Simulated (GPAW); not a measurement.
# Collinear magnetic orders of MnGa7N8 (GaN32 Mn2 d4p50) with GPAW, part 2 of 2

Aim: find out whether MnGa7N8 (GaN32 Mn2 d4p50) carries moments, and which collinear order costs least.

GPAW 26.7.0; PBE; plane waves with GPAW's PAW setups, scalar-relativistic.

So far. Step 2 (Run 1 (ferro ++)): After 34 cycles the largest moment stands at 3.43 μB.

**3. Run 2 (antiferro +-)**

Reversing part of the moments tests the sign of the couplings between them.

order2.py reads:

```python
import json
import numpy as np
from ase import Atoms
from ase.parallel import paropen, parprint
from gpaw import GPAW

atoms = Atoms(['Mn', 'N', 'Ga', 'N', 'Ga', 'N', 'Ga', 'N', 'Ga', 'N', 'Ga', 'N', 'Ga', 'N', 'Ga', 'N', 'Ga', 'N', 'Mn', 'N', 'Ga', 'N', 'Ga', 'N', 'Ga', 'N', 'Ga', 'N', 'Ga', 'N', 'Ga', 'N'],
    cell=[[6.378, 0.0, 0.0],
         [-3.189, 5.52351, 0.0],
         [0.0, 0.0, 10.37]],
    scaled_positions=[[0.0, 0.0, 0.0],
         [0.166667, 0.333333, 0.0615],
         [0.166667, 0.333333, 0.25],
         [0.0, 0.0, 0.3115],
         [0.0, 0.0, 0.5],
         [0.166667, 0.333333, 0.5615],
         [0.166667, 0.333333, 0.75],
         [0.0, 0.0, 0.8115],
         [0.0, 0.5, 0.0],
         [0.166667, 0.833333, 0.0615],
         [0.166667, 0.833333, 0.25],
         [0.0, 0.5, 0.3115],
         [0.0, 0.5, 0.5],
         [0.166667, 0.833333, 0.5615],
         [0.166667, 0.833333, 0.75],
         [0.0, 0.5, 0.8115],
         [0.5, 0.0, 0.0],
         [0.666667, 0.333333, 0.0615],
         [0.666667, 0.333333, 0.25],
         [0.5, 0.0, 0.3115],
         [0.5, 0.0, 0.5],
         [0.666667, 0.333333, 0.5615],
         [0.666667, 0.333333, 0.75],
         [0.5, 0.0, 0.8115],
         [0.5, 0.5, 0.0],
         [0.666667, 0.833333, 0.0615],
         [0.666667, 0.833333, 0.25],
         [0.5, 0.5, 0.3115],
         [0.5, 0.5, 0.5],
         [0.666667, 0.833333, 0.5615],
         [0.666667, 0.833333, 0.75],
         [0.5, 0.5, 0.8115]],
    pbc=True,
    magmoms=[4.5, 0.0, 0.0, 0.0, 0.0, 0.0, 0.0, 0.0, 0.0, 0.0, 0.0, 0.0, 0.0, 0.0, 0.0, 0.0, 0.0, 0.0, -4.5, 0.0, 0.0, 0.0, 0.0, 0.0, 0.0, 0.0, 0.0, 0.0, 0.0, 0.0, 0.0, 0.0])
atoms.calc = GPAW(mode={'name': 'pw', 'ecut': 600},
    xc='PBE',
    kpts={'size': (5, 5, 3), 'gamma': True},
    occupations={'name': 'fermi-dirac', 'width': 0.05},
    convergence={'density': 1e-05, 'energy': 1e-05},
    maxiter=200,
    mixer={'name': 'pulay', 'beta': 0.05, 'nmaxold': 6, 'weight': 50},
    symmetry={'tolerance': 1e-4},
    txt='order2.txt')
e = atoms.get_potential_energy(force_consistent=True)
res = {'free_energy': e, 'energy_sigma0': atoms.get_potential_energy(), 'fermi_energy': atoms.calc.get_fermi_level()}
res['moments'] = atoms.get_magnetic_moments().tolist()
res['total'] = atoms.get_magnetic_moment()
parprint('site moments (muB):', np.round(res['moments'], 3))
parprint(f"total moment: {res['total']:.3f} muB")
parprint(f'free energy: {e:.6f} eV')
atoms.calc.write('order2.gpw')
with paropen('results.json', 'w') as f:
    json.dump(res, f)
```

Command:

```bash
$ OMP_NUM_THREADS=1 mpirun -n 4 gpaw python order2.py > order2.log
```

Output:

```text
site moments (muB): [ 3.408e+00 -3.000e-03 -1.000e-02  0.000e+00  0.000e+00 -1.000e-03
  7.000e-03  1.700e-02  1.100e-02 -3.000e-03 -1.000e-02  4.000e-03
 -7.000e-03 -1.000e-03  7.000e-03 -2.000e-03  1.100e-02 -1.700e-02
 -3.408e+00  4.000e-03 -7.000e-03  1.000e-03  0.000e+00 -2.000e-03
  1.100e-02 -3.000e-03 -1.000e-02  4.000e-03 -7.000e-03 -1.000e-03
  7.000e-03 -2.000e-03]
total moment: -0.003 muB
free energy: -201.212603 eV

--- order2.txt ---
Input parameters:
  mode=PW(ecut=600),
  convergence={'density': 1e-05, 'energy': 1e-05},
  kpts=MonkhorstPack(size=(5, 5, 3), gamma=True),
  maxiter=200,
  mixer=Pulay(name='pulay', nmaxold=6, beta=0.05, weight=50, sigma=0.015, g_ss=None),
  occupations=Occupations(name='fermi-dirac', width=0.05),
  symmetry=Symmetry(tolerance=0.0001),
  xc=XC(name='PBE')

Diagonalizing LCAO Hamiltonian
Converting LCAO to pw mode

          Ga      Ga
         N       N
           NGa     NGa
          N       N
            N       N
         Ga      Ga
           Ga      Ga
         NGa     NGa
            Ga      Mn
          NN      NN

         Ga N    Ga N
           Mn      Ga

Atoms  # Å, Bohr magnetons
|    | symbol |         x |        y |        z |    initial magnetic moments |
|----|--------|-----------|----------|----------|-----------------------------|
|  0 |     Mn |  0.000000 | 0.000000 | 0.000000 | ( 0.0000,  0.0000,  4.5000) |
|  1 |      N |  0.000003 | 1.841168 | 0.637755 | ( 0.0000,  0.0000,  0.0000) |
|  2 |     Ga |  0.000003 | 1.841168 | 2.592500 | ( 0.0000,  0.0000,  0.0000) |
|  3 |      N |  0.000000 | 0.000000 | 3.230255 | ( 0.0000,  0.0000,  0.0000) |
|  4 |     Ga |  0.000000 | 0.000000 | 5.185000 | ( 0.0000,  0.0000,  0.0000) |
|  5 |      N |  0.000003 | 1.841168 | 5.822755 | ( 0.0000,  0.0000,  0.0000) |
|  6 |     Ga |  0.000003 | 1.841168 | 7.777500 | ( 0.0000,  0.0000,  0.0000) |
|  7 |      N |  0.000000 | 0.000000 | 8.415255 | ( 0.0000,  0.0000,  0.0000) |
|  8 |     Ga | -1.594500 | 2.761755 | 0.000000 | ( 0.0000,  0.0000,  0.0000) |
|  9 |      N | -1.594497 | 4.602923 | 0.637755 | ( 0.0000,  0.0000,  0.0000) |
| 10 |     Ga | -1.594497 | 4.602923 | 2.592500 | ( 0.0000,  0.0000,  0.0000) |
| 11 |      N | -1.594500 | 2.761755 | 3.230255 | ( 0.0000,  0.0000,  0.0000) |
| 12 |     Ga | -1.594500 | 2.761755 | 5.185000 | ( 0.0000,  0.0000,  0.0000) |
| 13 |      N | -1.594497 | 4.602923 | 5.822755 | ( 0.0000,  0.0000,  0.0000) |
| 14 |     Ga | -1.594497 | 4.602923 | 7.777500 | ( 0.0000,  0.0000,  0.0000) |
| 15 |      N | -1.594500 | 2.761755 | 8.415255 | ( 0.0000,  0.0000,  0.0000) |
| 16 |     Ga |  3.189000 | 0.000000 | 0.000000 | ( 0.0000,  0.0000,  0.0000) |
| 17 |      N |  3.189003 | 1.841168 | 0.637755 | ( 0.0000,  0.0000,  0.0000) |
| 18 |     Mn |  3.189003 | 1.841168 | 2.592500 | ( 0.0000,  0.0000, -4.5000) |
| 19 |      N |  3.189000 | 0.000000 | 3.230255 | ( 0.0000,  0.0000,  0.0000) |
| 20 |     Ga |  3.189000 | 0.000000 | 5.185000 | ( 0.0000,  0.0000,  0.0000) |
| 21 |      N |  3.189003 | 1.841168 | 5.822755 | ( 0.0000,  0.0000,  0.0000) |
| 22 |     Ga |  3.189003 | 1.841168 | 7.777500 | ( 0.0000,  0.0000,  0.0000) |
| 23 |      N |  3.189000 | 0.000000 | 8.415255 | ( 0.0000,  0.0000,  0.0000) |
| 24 |     Ga |  1.594500 | 2.761755 | 0.000000 | ( 0.0000,  0.0000,  0.0000) |
| 25 |      N |  1.594503 | 4.602923 | 0.637755 | ( 0.0000,  0.0000,  0.0000) |
| 26 |     Ga |  1.594503 | 4.602923 | 2.592500 | ( 0.0000,  0.0000,  0.0000) |
| 27 |      N |  1.594500 | 2.761755 | 3.230255 | ( 0.0000,  0.0000,  0.0000) |
| 28 |     Ga |  1.594500 | 2.761755 | 5.185000 | ( 0.0000,  0.0000,  0.0000) |
| 29 |      N |  1.594503 | 4.602923 | 5.822755 | ( 0.0000,  0.0000,  0.0000) |
| 30 |     Ga |  1.594503 | 4.602923 | 7.777500 | ( 0.0000,  0.0000,  0.0000) |
| 31 |      N |  1.594500 | 2.761755 | 8.415255 | ( 0.0000,  0.0000,  0.0000) |

Unit cell  # Å
| periodic |         x |        y |         z |   lengths |     angles |
|----------|-----------|----------|-----------|-----------|------------|
|      yes |  6.378000 | 0.000000 |  0.000000 |  6.378000 |  90.000000 |
|      yes | -3.189000 | 5.523510 |  0.000000 |  6.378000 |  90.000000 |
|      yes |  0.000000 | 0.000000 | 10.370000 | 10.370000 | 120.000000 |

Number of symmetries: 6

BZ-sampling:
  Number of BZ points: 75
  Number of IBZ points: 12

  Monkhorst-Pack size: [5, 5, 3]
  Monkhorst-Pack shift: [0, 0, 0]

Plane wave coefficients: 12263
Cutoff: 600.0 eV

Spin-components: 2 (collinear spins)
Bands:           96
Projectors:      162
Spin-degeneracy: 1
Datatype:        complex128

Parallelization:
  kpt:    4
  domain: 1
  band:   1

Density:
  Valence electrons: 152.0
  Components: 2
  Grid points: [40 40 60]
  Charge: 0.0  # |e|

Potential:
  Grid points: [40 40 60]

[... setups left out ...]
Reference energy: -827121.121619  # eV

eigensolver:
  PPCG
  Converge bands: occupied
  niter=2

density mixing:
  Pulay-Mixer
  Linear mixing parameters: 0.05
  Old densities: 6
  Fourier metric: weight=50, sigma=0.015

occupation numbers:
  Fermi-Dirac:
    width: 0.0500  # eV

poisson solver:
  ecut: 4800.0  # eV

xc functional:
  name: PBE with 2 nearest neighbor stencil

convergence criteria:
- Maximum integral of absolute [dens]ity change: 1e-05 electrons / valence electron
- Maximum [total energy] change in last 3 cyles: 1e-05 eV / valence electron
- Maximum integral of absolute [eigenst]ate change: 4e-08 eV^2 / valence electron
maximum number of iterations: 200

SCF iterations
|iter     |      energy | eigst |  dens |  magmom |
|---------|-------------|-------|-------|---------|
|iter:   1|       0s | -228.455174 | +0.15 |       |  +0.0000|
|iter:   2|      21s | -220.873088 | -1.00 | -0.62 |  -0.0004|
|iter:   3|      41s | -201.610717 | +0.30 | -0.67 |  -0.0012|
|iter:   4|      61s | -202.322097 | -1.00 | -1.09 |  -0.0003|
|iter:   5|      82s | -201.775817 | -1.00 | -1.08 |  -0.0158|
|iter:   6|     102s | -201.850183 | -1.91 | -1.20 |  -0.0132|
|iter:   7|     122s | -201.702068 | -2.75 | -1.24 |  -0.0164|
|iter:   8|     142s | -201.271673 | -1.19 | -1.27 |  +0.0040|
|iter:   9|     162s | -201.152303 | -1.99 | -1.74 |  +0.0073|
|iter:  10|     183s | -201.165304 | -2.68 | -1.86 |  +0.0070|
[... 16 iterations left out ...]
|iter:  27|     509s | -201.172835c| -7.67c| -4.01 |  -0.0024|
|iter:  28|     529s | -201.172858c| -6.98 | -4.03 |  -0.0027|
|iter:  29|     539s | -201.172858c| -7.86c| -4.37 |  -0.0027|
|iter:  30|     549s | -201.172865c| -7.57c| -4.40 |  -0.0028|
|iter:  31|     560s | -201.172873c| -7.50c| -4.59 |  -0.0029|
|iter:  32|     570s | -201.172873c| -7.83c| -4.82 |  -0.0029|
|iter:  33|     580s | -201.172875c| -8.14c| -4.83 |  -0.0030|
|iter:  34|     590s | -201.172879c| -8.16c| -4.87 |  -0.0030|
|iter:  35|     600s | -201.172882c| -8.15c| -4.97 |  -0.0030|
|iter:  36|     611s | -201.172883c| -8.41c| -5.06c|  -0.0031|

Converged in 36 steps
Energy contributions relative to reference atoms: (reference = -827121.121619)

Energy contributions:
  Kinetic:         501.054890
  Coulomb:        -437.139878
  Zero:              1.043299
  External:          0.000000
  Xc:             -266.091474
  Entropy:          -0.079439
  Spinorbit:         0.000000
  ----------------------------
  Free energy:    -201.212603
  Extrapolated:   -201.172883

dipole moment: (-79.853684, -99.535615, -114.315168)  # |e|*Ang

Total magnetic moment: (0.000000, 0.000000, -0.003064)

Local magnetic moments
|        x |        y |         z |
|----------|----------|-----------|
| 0.000000 | 0.000000 |  3.407615 |  # Mn   0
| 0.000000 | 0.000000 | -0.002568 |  # N    1
| 0.000000 | 0.000000 | -0.009580 |  # Ga   2
| 0.000000 | 0.000000 |  0.000132 |  # N    3
| 0.000000 | 0.000000 |  0.000127 |  # Ga   4
| 0.000000 | 0.000000 | -0.000766 |  # N    5
| 0.000000 | 0.000000 |  0.006737 |  # Ga   6
| 0.000000 | 0.000000 |  0.016668 |  # N    7
| 0.000000 | 0.000000 |  0.010506 |  # Ga   8
| 0.000000 | 0.000000 | -0.002568 |  # N    9
| 0.000000 | 0.000000 | -0.009580 |  # Ga  10
| 0.000000 | 0.000000 |  0.004334 |  # N   11
[...]
| 0.000000 | 0.000000 |  0.010506 |  # Ga  24
| 0.000000 | 0.000000 | -0.002568 |  # N   25
| 0.000000 | 0.000000 | -0.009580 |  # Ga  26
| 0.000000 | 0.000000 |  0.004334 |  # N   27
| 0.000000 | 0.000000 | -0.007438 |  # Ga  28
| 0.000000 | 0.000000 | -0.000766 |  # N   29
| 0.000000 | 0.000000 |  0.006737 |  # Ga  30
| 0.000000 | 0.000000 | -0.002029 |  # N   31

Fermi level: 7.792
Eigenvalues  # (at kpt = [0.000, 0.000, 0.000])
| band index |      eig [eV] | occ [0-1] |      eig [eV] | occ [0-1] |
|------------|---------------|-----------|---------------|-----------|
|          0 |       -73.589 |     1.000 |       -73.589 |     1.000 |
|        ... |               |           |               |           |
|         67 |         5.709 |     1.000 |         5.626 |     1.000 |
|         68 |         5.709 |     1.000 |         5.626 |     1.000 |
|         69 |         5.798 |     1.000 |         5.770 |     1.000 |
|         70 |         6.071 |     1.000 |         6.161 |     1.000 |
|         71 |         6.072 |     1.000 |         6.161 |     1.000 |
|         72 |         6.365 |     1.000 |         6.338 |     1.000 |
|         73 |         6.365 |     1.000 |         6.338 |     1.000 |
|         74 |         7.628 |     0.964 |         7.626 |     0.965 |
|         75 |         8.133 |     0.001 |         8.116 |     0.002 |
|         76 |         8.133 |     0.001 |         8.117 |     0.002 |
|         77 |         8.580 |     0.000 |         8.580 |     0.000 |
|         78 |         9.174 |     0.000 |         9.184 |     0.000 |
|         79 |         9.175 |     0.000 |         9.185 |     0.000 |
|         80 |         9.775 |     0.000 |         9.805 |     0.000 |
|         81 |         9.844 |     0.000 |         9.847 |     0.000 |
|         82 |         9.844 |     0.000 |         9.848 |     0.000 |
|        ... |               |           |               |           |
|         95 |        12.436 |     0.000 |        12.466 |     0.000 |

No gap
No difference between direct/indirect transitions
```

Wall time 11 min (4 MPI ranks of Arm Neoverse V1, shared host); peak memory 2.4 GiB; 43 min of CPU time.

Spin moment in the augmentation sphere by element, in μB:

| element | atoms | mean | spread (r.m.s.) | least | largest |
| --- | --- | --- | --- | --- | --- |
| Mn | 2 | 0.00 | 3.41 | -3.41 | 3.41 |
| N | 16 | 0.00 | 0.01 | -0.02 | 0.02 |
| Ga | 14 | 0.00 | 0.01 | -0.01 | 0.01 |

The atoms farthest from the mean of their element:

| atom | x, y, z (Å) | spin moment in the augmentation sphere (μB) |
| --- | --- | --- |
| Mn1 | 0.00, 0.00, 0.00 | 3.41 |
| Mn19 | 3.19, 1.84, 2.59 | -3.41 |
| N18 | 3.19, 1.84, 0.64 | -0.02 |
| N8 | 0.00, 0.00, 8.42 | 0.02 |
| Ga25 | 1.59, 2.76, 0.00 | 0.01 |
| Ga17 | 3.19, 0.00, 0.00 | 0.01 |
| Ga9 | -1.59, 2.76, 0.00 | 0.01 |
| Ga3 | 0.00, 1.84, 2.59 | -0.01 |

This step gave:

```yaml
magnetization: 0 μB
final_state: antiferromagnetic
```

It lies 18.5 meV a seeded atom over the first start, and its largest moment is 3.41 μB against 3.43 μB.

**4. The states side by side**

These are free energies at a smearing of 0.05 eV, so its entropy term is in the differences. They are divided by the number of seeded atoms, so that cells of unlike size compare.

Orders:

| start | final state | typed order kept | energy over the lowest (meV a seeded atom) | largest site moment (μB) | net moment (μB a primitive cell) | mesh matched | CPU time (s) |
| --- | --- | --- | --- | --- | --- | --- | --- |
| ferro ++ | ferromagnetic | yes | 0 | 3.428 | 8 | yes | 2685 |
| antiferro +- | antiferromagnetic | yes | 18.46 | 3.408 | 0.003064 | yes | 2599 |

**5. Summary of results**

- lowest state found: ferromagnetic (typed ferro ++)
- largest site moment: 3.43 μB
- next state: antiferromagnetic, 18.5 meV a seeded atom higher

In words: The lowest state found is ferromagnetic, reached from the start ferro ++, with moments up to 3.43 μB. The next state costs 18 meV a seeded atom. This is the lowest of 2 finished starts, no proof of the ground state.

[Logs and program files are shortened in this print: banners, set-up blocks, solver, clock and traceback lines can be left out without a mark of their own.]

[Logs are printed without paths, hosts, clocks, repeated set-up lines and the standing remarks that a program may print on its own settings, such as how far it seeks lower states.]

[Hosts, paths, dates, database ids (printed as entryN), source tags and the programs' standing remarks are cut or masked in the printed files.]

[Where a cell is said to come from a database of computed structures, the database is the Materials Project.]
